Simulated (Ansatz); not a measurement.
# Sr2Hf (built on the sites of a database entry of HfBe2): phonons and vibrational spectra, part 2 of 3

Aim: the vibrations of Sr2Hf (built on the sites of a database entry of HfBe2), their spectra, and whether the structure is stable.

Ansatz 0.2.0; DFT PBEsol, scalar-relativistic, plane waves, PAW.

So far: Starting point; Relaxation, k-mesh 12×12×10.

The structure was built from a prototype and need not be the compound's stable phase.

### 3. Relaxation, k-mesh 9×9×12

The relaxation is repeated from its end, on the mesh and smearing that suit the cell and gap now reached.

Contents of input.yaml:

```yaml
crystal:
  lattice:
    - [5.8863495529, 0.0, 0.0]
    - [-2.9431747765, 5.0977282484, 0.0]
    - [0.0, 0.0, 3.3141967905]
  atoms:
    - { symbol: Hf, position: [0.0, 0.0, 0.0] }
    - { symbol: Sr, position: [0.3333333333, 0.6666666667, 0.5] }
    - { symbol: Sr, position: [0.6666666667, 0.3333333333, 0.5] }
kpoints:
  mp_grid: { grid: [9, 9, 12] }
hamiltonian:
  xc: pbesol
scf:
  occupations: { method: gaussian, width: 0.1 }
output:
  forces: true
  stress: true
  eigenvalues: true
  write_density: true
  write_potential: true
  elf: true
  volumetric_format: npy
relax:
  adjacent_minimum: "off"
  f_tol: 0.005
  max_steps: 80
  cell: { stress_tol: 0.05 }
```

The run is started by

```
ansatz run input.yaml --threads 8 --pin off --max-ram 14336MiB --backend cpu --events-out ev --progress --plain --runs-dir out
```

Numbers of over 12 decimals in the logs are rounded to 6 here.

What it wrote:

```text
[...]
Crystal: 3 atoms, lattice volume = 99.449 Å³
Basis set: ecut = 420 eV, 1955 PW (Γ), exchange–correlation on 80×80×48 points (8 copies of the dense FFT grid, shifted against one another)
Bands: 28, of which v1, the nominal top of the filled ones, is band 23 counted from 1 (22 counted from 0)
Symmetry: 24 space group operations
[...]
k-points: 84 of 972
[...]
--- Relaxed structure (2 steps of the walk, 2 accepted, 1 SCFs on fresh bases) ---
[...]
cell:  # Å, volume = 99.5625 Å³
    - [5.887700, 2.8874132538159726e-11, 0]
    - [-2.943850, 5.098897, 0]
    - [0, 0, 3.316454]
  atoms:
    - { symbol: Hf, position: [0, 0, 0] }
    - { symbol: Sr, position: [0.333333, 0.666667, 0.5] }
    - { symbol: Sr, position: [0.666667, 0.333333, 0.5] }
[key lines of the parts left out:]
SCF converged after 6 iterations
Free energy (F): -22580.284606 eV
Fermi energy:    10.169349 eV
P = ⅓ Tr σ = 0.0095 GPa (0.095 kbar)
```

Elapsed: 3.8 s, on 8 threads of Intel Xeon Platinum 8488C (Sapphire Rapids), shared host; peak memory 0.68 GiB.

Little changed from the start: no atom moved by 0.005 Å and no cell edge by 0.1 %.

Numbers from this step:

```
pressure        : 0.009527 GPa
volume per atom : 33.19 Å³
```

In this step the volume went from 33.15 to 33.19 Å³/atom.

### 4. Relaxing to small forces for the phonons

Phonons need a cell at rest on their own settings, so the relaxation is repeated with tight tolerances on forces and stress on the k mesh and occupations of the first response run.

Contents of input.yaml:

```yaml
crystal:
  lattice:
    - [5.8876996036, 0.0, 0.0]
    - [-2.9438498018, 5.0988974266, 0.0]
    - [0.0, 0.0, 3.3164537072]
  atoms:
    - { symbol: Hf, position: [0.0, 0.0, 0.0] }
    - { symbol: Sr, position: [0.3333333333, 0.6666666667, 0.5] }
    - { symbol: Sr, position: [0.6666666667, 0.3333333333, 0.5] }
kpoints:
  mp_grid: { grid: [10, 10, 12] }
hamiltonian:
  xc: pbesol
scf:
  occupations: { method: methfessel_paxton, width: 0.2 }
output:
  forces: true
  stress: true
  eigenvalues: true
relax:
  adjacent_minimum: "off"
  f_tol: 0.001
  max_steps: 60
  cell: { stress_tol: 0.01 }
```

What it wrote:

```text
[...]
Crystal: 3 atoms, lattice volume = 99.563 Å³
Basis set: ecut = 420 eV, 1955 PW (Γ), exchange–correlation on 80×80×48 points (8 copies of the dense FFT grid, shifted against one another)
Bands: 28, of which v1, the nominal top of the filled ones, is band 23 counted from 1 (22 counted from 0)
Symmetry: 24 space group operations
[...]
k-points: 98 of 1200
[...]
--- Relaxed structure (3 steps of the walk, 3 accepted, 1 SCFs on fresh bases) ---
[...]
cell:  # Å, volume = 99.4464 Å³
    - [5.887117, 0.0, 0.0]
    - [-2.943558, 5.098393, 0.0]
    - [0.0, 0.0, 3.313242]
  atoms:
    - { symbol: Hf, position: [0, 0, 0.0] }
    - { symbol: Sr, position: [0.333333, 0.666667, 0.500000] }
    - { symbol: Sr, position: [0.666667, 0.333333, 0.500000] }
[key lines of the parts left out:]
SCF converged after 8 iterations
Free energy (F): -22580.271010 eV
Fermi energy:    10.185853 eV
P = ⅓ Tr σ = 0.0009 GPa (0.009 kbar)
```

Elapsed: 5.2 s, on 8 threads; peak memory 0.7 GiB; 36 s of CPU time.

Little changed from the start: no atom moved by 0.005 Å and no cell edge by 0.1 %.

This step gave:

```
pressure        : 9.17e-4 GPa
volume per atom : 33.15 Å³
```

The forces vanish by symmetry and the pressure is 0.001 GPa, within the tolerances set. The cell now holds 33.15 Å³/atom.

### 5. Modes at Γ

The zone centre comes first: it holds the modes that light can see, as far as symmetry allows. No field response is asked, since the mesh shows no gap.

input.yaml, the sections that differ from step 4:

```yaml
crystal:
  lattice:
    - [5.8871168484, 0.0, 0.0]
    - [-2.9435584242, 5.0983927457, 0.0]
    - [0.0, 0.0, 3.3132417562]
  atoms:
    - { symbol: Hf, position: [0.0, 0.0, 0.0] }
    - { symbol: Sr, position: [0.3333333333, 0.6666666667, 0.5] }
    - { symbol: Sr, position: [0.6666666667, 0.3333333333, 0.5] }
output:
  eigenvalues: true
phonons:
  method: dfpt
# kpoints, hamiltonian, scf: as in step 4
# relax: removed
```

What it wrote:

```text
zone centre: on kpoints.mp_grid the ground state, and the responses unless they are solved on pairs of k-points, stand on 217 of the mesh's 1200 k-points, reduced under 4 symmetry operations, with k and −k counted as one. Each operation leaves every solved displacement unchanged or reverses it
[...]
Crystal: 3 atoms, lattice volume = 99.446 Å³
Basis set: ecut = 420 eV, 1955 PW (Γ), exchange–correlation on 80×80×48 points (8 copies of the dense FFT grid, shifted against one another)
Bands: 28, of which v1, the nominal top of the filled ones, is band 23 counted from 1 (22 counted from 0)
Symmetry: 24 space group operations
k-points: 217 of 1200 (irreducible under 4 space group operations, time reversal used)
[...]
SCF iter   1: F=—  HF=-22580.272144 eV  |F-HF|=—  |Δ(HF+E_count)|=         —  Δρ=4.51e-3  dr2=2.52e-2  ethr=1.77e-3  ⟨swp⟩=7.1  Hψ=28468  notcnv=0
[...]
SCF iter  11: F=-22580.271010 eV  HF=-22580.271010 eV  |F-HF|=7.28e-12  |Δ(HF+E_count)|=  1.46e-11  S|Δr|=    0.00e0  Δρ=3.93e-8  dr2=1.43e-12  ethr=1.00e-12  ⟨swp⟩=6.1  Hψ=30665  notcnv=0
the search or the solves at the SCF's close seem to have found levels that the self-consistency loop had missed (the run counts 1). By its estimate they hold under 1e-12 electrons; where the run keeps them, the occupations were computed again with them
SCF 1 converged in 11 iterations: F = -22580.271010 eV  dr2 = 1.43e-12
[...]
DFPT response loops at Γ: preconditioner auto → Kerker (q_TF=auto, 2.399 Å⁻¹) (partly filled bands, converged f_vac=0.000); β = 1.00, the filter's whole step (`scf.mixing.beta` (0.50) is not read by the response loops under this deck's `scf.mixing.preconditioner`; to damp them name `kerker` or `kerker_dos`, under which they read `scf.mixing.beta`, and type it under 1.00, their step now; both keys bind the ground state too); Broyden in place of MSR1
SCF converged after 11 iterations
[...]
Free energy (F): -22580.271010 eV
[...]
Internal energy: -22580.256522 eV  (E = F + TS)
E sigma→0 (E₀):  -22580.267388 eV
Entropy (-TS):   -0.014488 eV (-4.829 meV/atom)
Fermi energy:    10.185853 eV
[...]
--- Band table (eV; the first three rows and the last of 217) ---
  k-point 0: bands = [... 19 lower, 5.3000, 8.9802, 10.2917, 10.2917, 10.2974, 10.2974, 11.4362, 11.9094, ... 1 higher]
  k-point 1: bands = [... 19 lower, 5.4441, 9.1647, 10.2397, 10.2397, 10.2533, 10.2533, 11.7101, 12.0876, ... 1 higher]
  k-point 2: bands = [... 19 lower, 5.8569, 9.6633, 10.0925, 10.0925, 10.1169, 10.1169, 12.5013, 12.5812, ... 1 higher]
  k-point 216: bands = [... 19 lower, 8.3391, 9.1809, 9.6555, 10.0019, 10.3391, 10.5156, 11.3590, 11.4721, ... 1 higher]
--- Phonons (Γ-DFPT): 4 representative perturbations + reference, on 217 of 1200 k-points (Σ response iterations 12) ---
  k mesh reduced under 4 symmetry operations, with k and −k counted as one. Each operation leaves every solved displacement unchanged or reverses it
  ASR residual: 4.456e-5 → 0.000e0 eV/Å²; symmetrization residual: 1.321e-5 eV/Å²
  ASR residual per site (eV/Å²): 4.46e-5 3.95e-5 3.95e-5
  Γ frequencies (cm⁻¹): 0.00 0.00 0.00 24.84 77.84 77.84 87.96 131.70 131.70
  non-analytic LO–TO correction: not included (Born effective charges unavailable; polar crystals: no LO–TO splitting at Γ)
```

Wall time 27 s (8 threads); peak memory 2.1 GiB; 3.1 min of CPU time.

This step gave:

```
sum-rule residual before enforcement                    : 4.46e-5 eV/Å²
point group                                             : 6/mmm
highest optical mode at the zone centre (no LO-TO term) : 131.7 cm⁻¹
lowest optical zone-centre mode                         : 24.84 cm⁻¹
```

Patterns of degenerate modes are one choice out of their space. The modes at Γ (shares of kinetic energy by element, %):

| mode | frequency (cm⁻¹) | symmetry | Hf % | Sr % |
| --- | --- | --- | --- | --- |
| 1 | 0.0 | acoustic | 50 | 50 |
| 2 | 0.0 | acoustic | 50 | 50 |
| 3 | 0.0 | acoustic | 50 | 50 |
| 4 | 24.8 | B1g | 0 | 100 |
| 5 | 77.8 | E1u | 50 | 50 |
| 6 | 77.8 | E1u | 50 | 50 |
| 7 | 88.0 | A2u | 50 | 50 |
| 8 | 131.7 | E2g | 0 | 100 |
| 9 | 131.7 | E2g | 0 | 100 |

Displacements in mode 4 (24.8 cm⁻¹), the largest set to 1:
```
Hf1  0.00  0.00  0.00
Sr2  0.00  0.00 -1.00
Sr3  0.00  0.00  1.00
```

Displacements in mode 8 (131.7 cm⁻¹), the largest set to 1:
```
Hf1  0.00  0.00  0.00
Sr2 -0.01 -1.00  0.00
Sr3  0.01  1.00  0.00
```

Before it was imposed, the acoustic sum rule was missed by 4.5e-5 eV/Å². Small misses are needed for a sound result but don't prove that mesh and cutoff are converged. The lowest optical mode is real, 24.8 cm⁻¹.

(Continued in part 3 of 3.)

[Logs are printed without paths, hosts, clocks, repeated set-up lines and the standing remarks that a program may print on its own settings, such as how far it seeks lower states.]

[Hosts, paths, dates, database ids (printed as entryN), source tags and the programs' standing remarks are cut or masked in the printed files.]
